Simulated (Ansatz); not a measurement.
# Surface energy of Mo against broken bonds

Calculated with Ansatz 0.2.0: Kohn-Sham DFT, PBE, PAW (set soft_2), plane waves; cutoff 420 eV, fermi-dirac smearing of 0.1 eV; level PBE, denser mesh. Slabs were relaxed with PBE at fixed cell edges. The surface energy is the slab's free energy less that of as many bulk atoms, over twice the area. Neighbours are counted within 3.28 Å in the slab as cut, where a bulk atom has 14.

```
missing neighbours (per Å²)  surface energy (J/m²)     face
                     0.5665                  2.804  Mo(110)
                     0.6009                  3.183  Mo(100)
                     0.6270                  3.114  Mo(210)
                     0.6334                  3.117  Mo(310)
                     0.6424                      ?        ?
                     0.6643                  3.075  Mo(311)
                     0.6676                  3.058  Mo(221)
```

Task: Fit a straight line to the rows given and interpolate to the withheld row.

Worked fit:

In a broken-bond picture the surface energy v is a line in u, the number of missing neighbours per area.

```
u (per Å²)  v (J/m²)
  0.566501    2.8043
  0.600865     3.183
  0.627002    3.1141
  0.633367    3.1167
  0.664281    3.0752
  0.667629    3.0585
```

With n = 6: mean u = 0.626608, mean v = 3.05863, Σ(u − ū)² = 0.0074233, Σ(u − ū)(v − v̄) = 0.013119. Slope b = 0.013119 / 0.0074233 = 1.7672; intercept a = v̄ − b ū = 1.9513.

At u = 0.6424, v = a + b u.

Prediction at 0.6424: 3.086 J/m². The run gave 3.019 J/m², so the fit is high by 0.068 J/m² (2.2 % of the value).

The withheld face is Mo(321). The slope is worth 0.11 eV a missing neighbour; a pure pair model would have no intercept, and this fit has 2.0 J/m². The count doesn't put all faces in the order of their energies. Over all rows the correlation is only 0.48, so this form doesn't describe them, and slope and intercept mean little. Among the rows given, the largest miss of the fit is at 0.6009, by 0.17 J/m² (45 % of the range of the table).

Limits: Thin slabs, unlike meshes and one lattice constant for all functionals.

[Logs are printed without paths, hosts, clocks, repeated set-up lines and the standing remarks that a program may print on its own settings, such as how far it seeks lower states.]

[Hosts, paths, dates, database ids (printed as entryN), source tags and the programs' standing remarks are cut or masked in the printed files.]
